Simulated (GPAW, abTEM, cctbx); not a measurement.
# SrBeSbI: the scripts behind a bonding study

Short scripts, each with its output. The cell comes from substitution in a known structure type and wasn't matched to any measured phase.

## 1. Build the all-electron density and subtract free atoms

```text
cell
1.0
     4.975521010    0.000000000    0.000000000
     0.000000000    4.975521010    0.000000000
     0.000000000    0.000000000    9.456014610
I Sb Sr Be
2 2 2 2
Direct
0.000000000 0.000000000 0.000000000
0.500000000 0.500000000 0.000000000
0.500000000 0.000000000 0.604741220
0.000000000 0.500000000 0.395258780
0.500000000 0.000000000 0.229796930
0.000000000 0.500000000 0.770203070
0.000000000 0.000000000 0.500000000
0.500000000 0.500000000 0.500000000
```

```python
import numpy as np
from ase.io import read
from ase.units import Bohr
from gpaw import GPAW, PW, FermiDirac
from gpaw.calculator import GPAW as OldGPAW
from gpaw.mpi import serial_comm, world
from scipy.special import erfc
from scipy.spatial import cKDTree

atoms = read("cell.vasp")
atoms.calc = GPAW(mode=PW(450), xc="PBE", kpts={"size": (5, 5, 3), "gamma": True},
                 occupations=FermiDirac(0.1), maxiter=120, symmetry={"tolerance": 1e-5}, txt="scf.txt")
atoms.get_potential_energy()
rho = atoms.calc.get_all_electron_density(gridrefinement=2)
moments = atoms.get_magnetic_moments() if atoms.calc.get_number_of_spins() == 2 else np.zeros(len(atoms))
total = atoms.get_magnetic_moment() if moments.any() else 0.0
if world.rank == 0:
    free = OldGPAW(mode=PW(450), xc="PBE", txt=None, communicator=serial_comm)
    neutral = atoms.copy()
    neutral.set_initial_magnetic_moments(None)
    free.initialize(neutral)
    free.set_positions(neutral)
    drho = rho - free.get_all_electron_density(gridrefinement=2)
    # GPAW starts from confined atoms: exchange their smooth part for that of the datasets' free atoms
    h = np.stack(np.meshgrid(*[np.fft.fftfreq(n, 1 / n) for n in drho.shape], indexing="ij"), -1)
    gabs = np.linalg.norm(h @ atoms.cell.reciprocal(), axis=-1)
    tails = np.fft.fftn(free.get_pseudo_density(gridrefinement=2))
    g, form, v0 = np.linspace(0, gabs.max(), 1500), {}, 0
    for e in set(atoms.symbols):
        idx = atoms.symbols.search(e)
        d = free.setups[idx[0]].data
        r, w = d.rgd.r_g * Bohr, d.rgd.r_g**2 * d.rgd.dr_g
        j0 = np.sinc(2 * g[:, None] * r)
        smooth = sum(f * p**2 for f, p in zip(d.f_j, d.phit_jg)) + np.sqrt(4 * np.pi) * d.nct_g
        full = sum(f * p**2 for f, p in zip(d.f_j, d.phi_jg)) + np.sqrt(4 * np.pi) * d.nc_g
        phase = sum(np.exp(-2j * np.pi * h @ s) for s in atoms.get_scaled_positions()[idx])
        tails -= np.interp(gabs, g, j0 @ (smooth * w)) * phase * drho.size / atoms.get_volume()
        form[e] = j0 @ (full * w)
        v0 += 2 * np.pi / 3 * 14.3996 * (full * w * r**2).sum() * len(idx)  # V A^3
    tails *= 0.5 * erfc((gabs - 1.8) / 0.25)  # the tails differ at long wavelengths alone
    drho += np.fft.ifftn(tails).real  # crystal minus superposed spherical free atoms
    np.save("drho.npy", drho)
    dv = atoms.get_volume() / drho.size
    print("grid", drho.shape, " electrons %.3f" % (rho.sum() * dv), " moved by bonding %.3f e" % (abs(drho).sum() * dv / 2))
    pts = np.indices(drho.shape).reshape(3, -1).T / drho.shape @ atoms.cell
    shifts = (np.indices((3, 3, 3)).reshape(3, -1).T - 1) @ atoms.cell
    images = (atoms.positions[None] + shifts[:, None]).reshape(-1, 3)
    dist, idx = cKDTree(images).query(pts, k=4)
    out = drho.ravel()[dist[:, 0] > 0.5]
    print("deformation density beyond 0.5 A of the nuclei: max %.3f, min %.3f e/A^3" % (out.max(), out.min()))
    tie = dist < dist[:, :1] + 1e-4
    q = -np.bincount((idx % len(atoms))[tie], (drho.ravel()[:, None] / tie.sum(1, keepdims=True) * tie)[tie], len(atoms)) * dv
    print("atom        x       y       z   Voronoi charge  moment")
    for a, s, c, m in zip(atoms, atoms.get_scaled_positions(), q, moments):
        print("%-2s%-3d %7.4f %7.4f %7.4f %10.3f %10.2f" % (a.symbol, a.index + 1, *s, c, m))
    np.savez("free.npz", g=g, **form)
    print("mean inner potential of superposed free atoms %.3f V" % (v0 / atoms.get_volume()))
    print("total magnetic moment %.3f muB" % total)
```

```console
$ OMP_NUM_THREADS=1 mpirun -n 4 gpaw python run.py > gpaw.log
```

```text
grid (50, 50, 96)  electrons 292.000  moved by bonding 1.239 e
deformation density beyond 0.5 A of the nuclei: max 0.048, min -0.055 e/A^3
atom        x       y       z   Voronoi charge  moment
I 1    0.0000  0.0000  0.0000     -0.083       0.00
I 2    0.5000  0.5000  0.0000     -0.083       0.00
Sb3    0.5000  0.0000  0.6047     -0.132       0.00
Sb4    0.0000  0.5000  0.3953     -0.132       0.00
Sr5    0.5000  0.0000  0.2298      0.205       0.00
Sr6    0.0000  0.5000  0.7702      0.205       0.00
Be7    0.0000  0.0000  0.5000      0.011       0.00
Be8    0.5000  0.5000  0.5000      0.011       0.00
mean inner potential of superposed free atoms 15.175 V
total magnetic moment 0.000 muB
```

Time: 17 s on 4 cores of Arm Neoverse V2 (shared host), peak memory 0.91 GiB.

## 2. Fourier-transform the difference

```python
from cctbx import adptbx, crystal, miller, xray
from cctbx.eltbx import tiny_pse
import numpy as np

cs = crystal.symmetry(unit_cell=(4.9755, 4.9755, 9.456, 90, 90, 90), space_group_symbol='Hall: P 4ab 2ab -1ab')  # P4/nmm
atoms = [  # label, site, U (iso, or U11 U22 U33 U12 U13 U23 in A^2), occupancy
    ("I1", (0, 0, 0), 0.0000, 1),
    ("Sb1", (0.5, 0, 0.60474), 0.0000, 1),
    ("Sr1", (0.5, 0, 0.2298), 0.0000, 1),
    ("Be1", (0, 0, 0.5), 0.0000, 1),
]
xs = xray.structure(crystal_symmetry=cs)
for label, site, u, occ in atoms:
    u = adptbx.u_cif_as_u_star(cs.unit_cell(), u) if isinstance(u, tuple) else u
    xs.add_scatterer(xray.scatterer(label, site=site, u=u, occupancy=occ))
xs.scattering_type_registry(table="wk1995")
drho = np.load("drho.npy")
T = np.array([[1, 0, 0], [0, 1, 0], [0, 0, 1]])  # conventional axes in terms of the primitive ones
dF = np.fft.ifftn(drho) * 234.09129  # electrons a conventional cell, indexed by primitive hkl
ms = miller.build_set(cs, anomalous_flag=False, d_min=0.9).sort("resolution")
iam = ms.structure_factors_from_scatterers(xs, algorithm="direct").f_calc()
p1 = xs.expand_to_p1()
z = np.array([tiny_pse.table(sc.scattering_type).atomic_number() for sc in p1.scatterers()])
x = np.array(p1.sites_frac())
free = np.load("free.npz")
print("static structure factors of the conventional cell: F in electrons, V (Mott-Bethe) in volts")
print("   h  k  l      d  |F| table  |F| free   |F| DFT   change   |V| free  |V| DFT  change %")
for h, d, table in list(zip(ms.indices(), ms.d_spacings().data(), iam.data()))[:16]:
    df = dF[tuple(np.rint(np.linalg.solve(T, h)).astype(int))]
    phase = np.exp(2j * np.pi * x @ h)
    f = sum(np.interp(1 / d, free["g"], free[sc.scattering_type]) * p for sc, p in zip(p1.scatterers(), phase))
    fz = (z * phase).sum()
    c = 14.3996 * d * d / (np.pi * cs.unit_cell().volume())
    v0, v1 = abs(fz - f) * c, abs(fz - f - df) * c
    print("%4d%3d%3d %7.4f %9.3f %9.3f %9.3f %8.3f %9.3f %8.3f %8s" % (h + (d, abs(table), abs(f), abs(f + df), abs(f + df) - abs(f), v0, v1, "%.1f" % (100 * (v1 / v0 - 1)) if v0 > 0.02 else "-")))
```

```console
$ python run.py
```

```text
static structure factors of the conventional cell: F in electrons, V (Mott-Bethe) in volts
   h  k  l      d  |F| table  |F| free   |F| DFT   change   |V| free  |V| DFT  change %
   0  0  1  9.4560    26.720    26.723    26.669   -0.053     0.349    0.443     26.8
   0  0  2  4.7280    60.958    60.904    61.405    0.502     2.285    2.065     -9.6
   1  0  1  4.4032    10.312    10.427    10.379   -0.048     0.978    0.997      1.9
   1  1  0  3.5182    56.543    56.559    56.591    0.032     1.804    1.796     -0.4
   1  0  2  3.4274   102.028   102.079   102.278    0.199     3.615    3.569     -1.3
   1  1  1  3.2974   147.711   147.744   147.983    0.239     4.542    4.491     -1.1
   0  0  3  3.1520    95.995    96.013    96.037    0.024     2.683    2.679     -0.2
   1  1  2  2.8225   130.776   130.847   131.003    0.156     4.840    4.816     -0.5
   1  0  3  2.6627   133.370   133.374   133.229   -0.146     4.302    4.322      0.5
   2  0  0  2.4878   230.372   230.441   230.431   -0.011     7.460    7.461      0.0
   2  0  1  2.4059    23.095    23.117    23.221    0.104     0.431    0.419     -2.7
   0  0  4  2.3640    68.449    68.478    68.467   -0.012     2.503    2.504      0.1
   1  1  3  2.3476    69.391    69.415    69.466    0.051     1.811    1.805     -0.3
   2  0  2  2.2016    49.151    49.252    49.019   -0.233     1.601    1.623      1.4
   2  1  1  2.1660     8.996     8.960     9.121    0.161     0.371    0.357     -4.0
   1  0  4  2.1352    10.249    10.266    10.210   -0.056     0.224    0.229      2.2
```

Time: 0.72 s on 1 core of Arm Neoverse V2 (shared host), peak memory 0.08 GiB.

## 3. Propagate a plane wave with and without the bonding term

```python
import abtem
import numpy as np
from ase.build import make_supercell
from ase.io import read

abtem.config.set({"dask.lazy": False, "fft": "fftw", "diagnostics.progress_bar": False})
M = [[0, 1, 0], [0, 0, 1], [1, 0, 0]]  # rows: x, y and beam direction in the primitive cell's axes
unit = make_supercell(read("cell.vasp"), M)
unit.set_cell(list(unit.cell.lengths()) + [90, 90, 90], scale_atoms=True)
unit.positions[:, 2] += 0.6219  # keeps atomic planes off the slice boundaries
unit.wrap()
slab = unit * (1, 1, 120)
print(slab.get_chemical_formula(), "| box %.2f x %.2f x %.2f A" % tuple(slab.cell.lengths()))

# change of the potential by bonding, from the DFT deformation density (Poisson's equation term by term)
drho = np.load("drho.npy")
prim = read("cell.vasp")
h = np.stack(np.meshgrid(*[np.fft.fftfreq(n, 1 / n) for n in drho.shape], indexing="ij"), -1).reshape(-1, 3).astype(int)
g2 = ((h @ prim.cell.reciprocal()) ** 2).sum(1)
keep = (g2 > 0) & (g2 < 2.5**2)
shape = (143, 271, 28)
vg = np.zeros(shape, complex)
hm = h[keep] @ np.array(M).T
move = np.exp(-2j * np.pi * hm[:, 2] * (0.6219 / unit.cell[2, 2] - 0.5 / shape[2]))  # the same shift, sampled at mid-points
vg[tuple(hm.T % np.array(shape)[:, None])] = -14.3996 / np.pi * (np.fft.fftn(drho).ravel() / drho.size)[keep] / g2[keep] * move
dV = np.fft.ifftn(vg).real * vg.size
dV = dV.reshape(143, 271, 4, 7).mean(3) * unit.cell[2, 2] / 4  # V A, projected in each slice
dV = np.tile(dV.transpose(2, 0, 1), (120, 1, 1))


def build(atoms):
    p = abtem.Potential(atoms, gpts=(143, 271), slice_thickness=[slab.cell[2, 2] / 480] * 480,
                        parametrization="lobato", projection="infinite", exit_planes=40).build()
    p.array[:] += BONDING * dV
    return p


def potentials():
    yield build(slab)  # atoms at rest


for label, BONDING in (("IAM", 0.0), ("DFT", 1.0)):
    print("=====", label)
    potential = build(slab)
    print("grid", potential.gpts, "slices", potential.num_slices)
    thickness = potential.exit_thicknesses
    wave = abtem.PlaneWave(energy=200000)
    dp = np.mean([wave.multislice(p).diffraction_patterns(max_angle="valid").array for p in potentials()], axis=0)
    hkl = [(0, 0, 0), (0, 0, 1), (0, 1, 0), (0, 0, 2), (0, 1, 1), (0, 1, 2), (0, 0, 3)]
    nx, ny = dp.shape[-2:]
    print("intensity of each beam, fraction of the incident wave")
    print("  t (A)" + "".join("%9s" % " ".join(map(str, h)) for h in hkl) + "  diffuse    total")
    grid = np.zeros((nx, ny), bool)
    grid[nx // 2 % 1::1, ny // 2 % 1::1] = True
    for t, a in list(zip(thickness, dp))[1:]:
        idx = [np.rint(np.array(M) @ np.linalg.solve([[1, 0, 0], [0, 1, 0], [0, 0, 1]], h)).astype(int) for h in hkl]
        print("%7.1f" % t + "".join("%9.5f" % a[nx // 2 + i[0] * 1, ny // 2 + i[1] * 1] for i in idx) + "%9.4f%9.4f" % (a[~grid].sum(), a.sum()))
```

```console
$ python run.py
```

```text
Be240I240Sb240Sr240 | box 4.98 x 9.46 x 597.06 A
===== IAM
grid (143, 271) slices 480
intensity of each beam, fraction of the incident wave
  t (A)    0 0 0    0 0 1    0 1 0    0 0 2    0 1 1    0 1 2    0 0 3  diffuse    total
   49.8  0.66054  0.00067  0.00000  0.00002  0.00255  0.00401  0.00174   0.0000   0.9936
   99.5  0.76414  0.00208  0.00000  0.01667  0.00155  0.00128  0.00043   0.0000   0.9893
  149.3  0.72859  0.00514  0.00001  0.00820  0.00186  0.00122  0.00199   0.0000   0.9828
  199.0  0.55845  0.00765  0.00000  0.02109  0.00222  0.00263  0.00370   0.0000   0.9801
  248.8  0.59927  0.01288  0.00001  0.03166  0.00017  0.00092  0.01071   0.0000   0.9761
  298.5  0.50035  0.01641  0.00000  0.02547  0.00086  0.00178  0.01647   0.0000   0.9720
  348.3  0.43913  0.01540  0.00000  0.03192  0.00371  0.00083  0.02507   0.0000   0.9680
  398.0  0.44256  0.02200  0.00001  0.03154  0.00223  0.00132  0.02964   0.0000   0.9621
  447.8  0.36592  0.01500  0.00000  0.01941  0.00580  0.00180  0.03060   0.0000   0.9591
  497.6  0.33299  0.01912  0.00001  0.01564  0.00936  0.00314  0.03433   0.0000   0.9549
  547.3  0.31713  0.01348  0.00002  0.01167  0.00912  0.00410  0.02831   0.0000   0.9501
  597.1  0.29371  0.01554  0.00000  0.00646  0.01132  0.00684  0.02930   0.0000   0.9472
===== DFT
grid (143, 271) slices 480
intensity of each beam, fraction of the incident wave
  t (A)    0 0 0    0 0 1    0 1 0    0 0 2    0 1 1    0 1 2    0 0 3  diffuse    total
   49.8  0.66082  0.00055  0.00000  0.00001  0.00252  0.00400  0.00175   0.0000   0.9936
   99.5  0.77272  0.00159  0.00000  0.01348  0.00150  0.00110  0.00037   0.0000   0.9893
  149.3  0.73754  0.00415  0.00001  0.00563  0.00197  0.00108  0.00185   0.0000   0.9828
  199.0  0.57630  0.00634  0.00000  0.01650  0.00224  0.00222  0.00276   0.0000   0.9801
  248.8  0.62866  0.01117  0.00001  0.02558  0.00011  0.00064  0.00843   0.0000   0.9761
  298.5  0.53023  0.01462  0.00000  0.02149  0.00104  0.00136  0.01338   0.0000   0.9721
  348.3  0.47844  0.01410  0.00000  0.02950  0.00317  0.00047  0.01987   0.0000   0.9680
  398.0  0.48801  0.02067  0.00002  0.03074  0.00159  0.00088  0.02407   0.0000   0.9621
  447.8  0.40647  0.01429  0.00000  0.02170  0.00529  0.00121  0.02530   0.0000   0.9591
  497.6  0.37810  0.01875  0.00001  0.02002  0.00758  0.00233  0.02896   0.0000   0.9551
  547.3  0.35597  0.01328  0.00002  0.01706  0.00755  0.00312  0.02501   0.0000   0.9503
  597.1  0.32619  0.01560  0.00000  0.01100  0.00990  0.00540  0.02726   0.0000   0.9475
```

Time: 20 s.

## 4. Scan a probe

```python
import abtem
import numpy as np
from ase.build import make_supercell
from ase.io import read

abtem.config.set({"dask.lazy": False, "fft": "fftw", "diagnostics.progress_bar": False})
M = [[0, 1, 0], [0, 0, 1], [1, 0, 0]]  # rows: x, y and beam direction in the primitive cell's axes
unit = make_supercell(read("cell.vasp"), M)
unit.set_cell(list(unit.cell.lengths()) + [90, 90, 90], scale_atoms=True)
unit.positions[:, 2] += 0.6219  # keeps atomic planes off the slice boundaries
unit.wrap()
slab = unit * (3, 2, 4)
print(slab.get_chemical_formula(), "| box %.2f x %.2f x %.2f A" % tuple(slab.cell.lengths()))

# change of the potential by bonding, from the DFT deformation density (Poisson's equation term by term)
drho = np.load("drho.npy")
prim = read("cell.vasp")
h = np.stack(np.meshgrid(*[np.fft.fftfreq(n, 1 / n) for n in drho.shape], indexing="ij"), -1).reshape(-1, 3).astype(int)
g2 = ((h @ prim.cell.reciprocal()) ** 2).sum(1)
keep = (g2 > 0) & (g2 < 2.5**2)
shape = (42, 80, 28)
vg = np.zeros(shape, complex)
hm = h[keep] @ np.array(M).T
move = np.exp(-2j * np.pi * hm[:, 2] * (0.6219 / unit.cell[2, 2] - 0.5 / shape[2]))  # the same shift, sampled at mid-points
vg[tuple(hm.T % np.array(shape)[:, None])] = -14.3996 / np.pi * (np.fft.fftn(drho).ravel() / drho.size)[keep] / g2[keep] * move
dV = np.fft.ifftn(vg).real * vg.size
dV = dV.reshape(42, 80, 4, 7).mean(3) * unit.cell[2, 2] / 4  # V A, projected in each slice
dV = np.tile(dV.transpose(2, 0, 1), (4, 3, 2))


def build(atoms):
    p = abtem.Potential(atoms, gpts=(126, 160), slice_thickness=[slab.cell[2, 2] / 16] * 16,
                        parametrization="lobato", projection="infinite", exit_planes=8).build()
    p.array[:] += BONDING * dV
    return p


sigmas = {'I': 0.071, 'Sb': 0.072, 'Sr': 0.076, 'Be': 0.102}  # r.m.s. displacement along each axis, A
u = np.array([sigmas[s] for s in slab.symbols])[:, None]
rng = np.random.default_rng(632)


def potentials():
    for _ in range(2):  # frozen phonons, one configuration at a time
        atoms = slab.copy()
        atoms.positions += u * rng.standard_normal((len(atoms), 3))
        atoms.wrap()
        yield build(atoms)


for label, BONDING in (("IAM", 0.0), ("DFT", 1.0)):
    print("=====", label)
    rng = np.random.default_rng(632)  # the same displacements for both
    potential = build(slab)
    print("grid", potential.gpts, "slices", potential.num_slices)
    thickness = potential.exit_thicknesses
    probe = abtem.Probe(energy=200000, semiangle_cutoff=21)
    probe.grid.match(potential)
    print("wavelength %.5f A, largest angle on the grid %.0f mrad" % (probe.wavelength, min(probe.cutoff_angles)))
    detectors = {"ABF": (10, 21), "BF": (0, 10), "LAADF": (25, 67)}  # mrad
    columns = [  # name, x, y (A)
        ("I", 0.000, 0.000),
        ("Sb", 0.000, 5.718),
        ("Sr", 0.000, 2.173),
        ("Be", 0.000, 4.728),
        ("void", 0.622, 7.486),
    ]
    scan = abtem.GridScan(start=(0.0000, 0.0000), end=(4.9755, 9.4560), gpts=(18, 33), endpoint=False)
    dets = [abtem.AnnularDetector(*v) for v in detectors.values()] + [abtem.PixelatedDetector(max_angle=32)]
    runs = [probe.scan(p, scan=scan, detectors=dets, max_batch=32) for p in potentials()]
    out = [sum(x[1:], x[0]) / len(x) for x in zip(*runs)]
    images = dict(zip(detectors, out))
    images["iCOM"] = out[-1].center_of_mass().integrate_gradient()
    np.save(label + "_pacbed.npy", out[-1].array.mean(axis=(1, 2)))
    print("PACBED pixel %.3f x %.3f mrad" % out[-1].angular_sampling)
    for name, im in images.items():
        im = im.interpolate(sampling=0.1, boundary="periodic").gaussian_filter(0.25)
        np.save(label + "_" + name + ".npy", im.array)
        print(name, "signal at the columns" + (", fraction of the beam" if name in detectors else ""))
        print("  t (A)     mean" + "".join("%10s" % c[0][:9] for c in columns))
        for t, a in list(zip(thickness, im.array))[1:]:
            at = [a[round((x - 0.0000) / im.sampling[0]) % a.shape[0], round((y - 0.0000) / im.sampling[1]) % a.shape[1]] for _, x, y in columns]
            print("%7.1f %8.5f" % (t, a.mean()) + "".join("%10.5f" % v for v in at))
```

```console
$ python run.py
```

```text
Be48I48Sb48Sr48 | box 14.93 x 18.91 x 19.90 A
===== IAM
grid (126, 160) slices 16
wavelength 0.02508 A, largest angle on the grid 70 mrad
PACBED pixel 1.680 x 1.326 mrad
ABF signal at the columns, fraction of the beam
  t (A)     mean         I        Sb        Sr        Be      void
   10.0  0.74980   0.67097   0.66794   0.70336   0.75055   0.76017
   19.9  0.72526   0.50250   0.49505   0.58419   0.72468   0.75520
BF signal at the columns, fraction of the beam
  t (A)     mean         I        Sb        Sr        Be      void
   10.0  0.22944   0.20635   0.21400   0.22576   0.23080   0.23164
   19.9  0.22453   0.18172   0.19221   0.22290   0.23155   0.23094
LAADF signal at the columns, fraction of the beam
  t (A)     mean         I        Sb        Sr        Be      void
   10.0  0.01033   0.08081   0.07768   0.04626   0.00878   0.00151
   19.9  0.02790   0.19220   0.18852   0.12018   0.02407   0.00453
iCOM signal at the columns
  t (A)     mean         I        Sb        Sr        Be      void
   10.0  0.02699   0.07306   0.07331   0.06221   0.03826   0.01491
   19.9  0.02699   0.11871   0.11674   0.09690   0.04392   0.00462
===== DFT
grid (126, 160) slices 16
wavelength 0.02508 A, largest angle on the grid 70 mrad
PACBED pixel 1.680 x 1.326 mrad
ABF signal at the columns, fraction of the beam
  t (A)     mean         I        Sb        Sr        Be      void
   10.0  0.74981   0.67103   0.66801   0.70320   0.75058   0.76017
   19.9  0.72528   0.50263   0.49518   0.58368   0.72479   0.75520
BF signal at the columns, fraction of the beam
  t (A)     mean         I        Sb        Sr        Be      void
   10.0  0.22944   0.20635   0.21403   0.22577   0.23078   0.23167
   19.9  0.22453   0.18171   0.19225   0.22291   0.23147   0.23105
LAADF signal at the columns, fraction of the beam
  t (A)     mean         I        Sb        Sr        Be      void
   10.0  0.01034   0.08082   0.07767   0.04630   0.00879   0.00150
   19.9  0.02792   0.19225   0.18854   0.12031   0.02411   0.00452
iCOM signal at the columns
  t (A)     mean         I        Sb        Sr        Be      void
   10.0  0.02623   0.07215   0.07219   0.06193   0.03694   0.01457
   19.9  0.02623   0.11764   0.11527   0.09709   0.04206   0.00468
```

Time: 25 s.

[Outputs are excerpts: Python notices, other lines and further rows are left out; steps that failed or that the build refused (PBEsol, TPSS) are not shown.]

[Logs are printed without paths, hosts, clocks, repeated set-up lines and the standing remarks that a program may print on its own settings, such as how far it seeks lower states.]
